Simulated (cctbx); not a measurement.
**ZnCdRu3S5O3: as given, inverted or twinned?**

Space group P6_3mc (no. 186), a = 6.9810 Å, b = 6.9810 Å, c = 10.0910 Å, α = 90.00°, β = 90.00°, γ = 120.00°.

| atom | mult. | x | y | z | Ueq (Å²) |
| --- | --- | --- | --- | --- | --- |
| Cd1 | 2 | 2/3 | 1/3 | 0.0400 | 0.0111 |
| Ru1 | 6 | 0.8331 | 0.6662 | 0.7577 | 0.0111 |
| Zn1 | 2 | 2/3 | 1/3 | 0.3924 | 0.0158 |
| S1 | 2 | 1/3 | 2/3 | 0.1244 | 0.0155 |
| S2 | 6 | 0.5117 | 0.0234 | 0.8692 | 0.0234 |
| S3 | 2 | 0 | 0 | 0.3546 | 0.0133 |
| O1 | 6 | 0.8383 | 0.6765 | 0.1419 | 0.0182 |

The model was made for the exercise: a known structure type with other elements put in, its volume estimated, not relaxed; displacement parameters are assumed.

Data sets are simulated with cctbx and refined with Bijvoet mates kept apart; Flack x is then fitted as the share of an inverted twin with the atoms fixed, Hooft y from the Bijvoet differences. The group is acentric but holds improper operations, so there is an absolute structure (orientation) and no hand.

Untwinned crystal. What Flack and Hooft values should come out?

| λ (Å) | extinction (unmodelled) | d min (Å) | top counts | error (%) | model | R1 | Flack x | s.u. | Hooft y | s.u. | pairs |
| --- | --- | --- | --- | --- | --- | --- | --- | --- | --- | --- | --- |
| 0.71073 | 0 | 0.77 | 20000 | 1.5 | as given | 0.0070 | 0.05 | 0.03 | -0.006 | 0.022 | 188 |
| 0.71073 | 0 | 0.77 | 20000 | 1.5 | inverted | 0.0188 | 0.95 | 0.03 | 1.008 | 0.022 | 188 |
| 1.54184 | 0.1 | 0.83 | 40000 | 4 | as given | 0.0097 | 0.006 | 0.014 | -0.003 | 0.011 | 156 |

With Mo Kα, x is within 3 s.u. of 0, so the absolute structure is right. With Cu Kα, x is within 3 s.u. of 0, so the absolute structure is right. Inverting the model turns x into about 1 − x.

A further crystal gives:

| λ (Å) | extinction (unmodelled) | d min (Å) | top counts | error (%) | model | R1 | Flack x | s.u. | Hooft y | s.u. | pairs |
| --- | --- | --- | --- | --- | --- | --- | --- | --- | --- | --- | --- |
| 0.56087 | 0 | 0.8 | 40000 | 3 | as given | 0.0075 | 0.13 | 0.03 | 0.127 | 0.030 | 171 |

**Question.** What is it?

It was simulated as an inversion twin with a fraction 0.15 of the inverted domain. Flack x is over 3 s.u. from both 0 and 1 and reads that fraction.
